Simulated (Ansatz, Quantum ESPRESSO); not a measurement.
**Hf (hcp): bulk modulus from a few volumes**

How stiff is hcp Hf under hydrostatic load? Each row relaxes cell and atoms at a set pressure. The phase is followed to these pressures whether or not it stays the stable one.

Calculated with Quantum ESPRESSO 7.5, PBEsol, GBRV 1.5 ultrasoft potentials, cutoff 680 eV, Fermi–Dirac smearing 0.05 eV, k-mesh 16×16×9, no spin polarisation, no spin-orbit coupling.

Reference cell, relaxed at zero pressure with PBEsol (P6_3/mmc): a = 3.1629 Å, b = 3.1629 Å, c = 5.0015 Å, α = 90.00°, β = 90.00°, γ = 120.00°.

```csv
atom,x,y,z
Hf,0.3333,0.6667,0.7500
Hf,0.6667,0.3333,0.2500
```

```csv
V (Å³/atom),V/V0,P (GPa),E − E0 (meV/atom)
22.4855,1.0379,−3.968,10.1
20.8017,0.9602,4.960,13.3
20.0651,0.9262,9.948,47.6
19.4267,0.8967,14.934,97.3
17.9101,0.8267,29.907,306.4
```

V0 = 21.6649 Å³ an atom, where the residual pressure P0 is −0.006 GPa. **Question.** Fit the Birch–Murnaghan law and give the pressure and the energy at V = 18.8643 Å³ an atom, a row left out above.

With the Eulerian strain f = ½[(V0/V)^(2/3) − 1] and F = (P − P0)/[3f(1 + 2f)^(5/2)], the third-order law is the line F = B0 + (3/2) B0 (B′ − 4) f.

```
       f  F (GPa)
 0.06764   107.34
 0.03770   110.14
 0.02624   111.29
 0.01374   112.60
−0.01224   114.79
```

A straight line through the 5 rows: the means are 0.02662 for f and 111.23 for F, Σ(Δx)² = 0.003482 and ΣΔxΔy = −0.3277, so the slope is −0.3277/0.003482 = −94.112 and the intercept 111.23 − (−94.112)(0.02662) = 113.74.

Hence B0 = 113.7 GPa and B′ = 4 + (−94.1)/(1.5 × 113.7) = 3.45. For the withheld volume f = 0.04834, F = 109.19 GPa and P = 19.94 GPa. The run itself gives 19.92 GPa, so the estimate misses by 0.02 GPa; the fitted rows themselves lie up to 0.01 GPa off the law.

Integrating the same law gives E − E0 = (9/2) B0 V0 f²[1 + (B′ − 4) f] + P0(V0 − V), with 1 GPa Å³ = 6.2415 meV: 157.3 meV an atom. The run itself gives 158.6 meV, so the estimate misses by 1.3 meV; the fitted rows themselves lie up to 1.7 meV off the law.

The same fit over all rows at other levels or in other programs gives B0 = 113 GPa with PBEsol (Ansatz).

[Logs are printed without paths, hosts, clocks, repeated set-up lines and the standing remarks that a program may print on its own settings, such as how far it seeks lower states.]
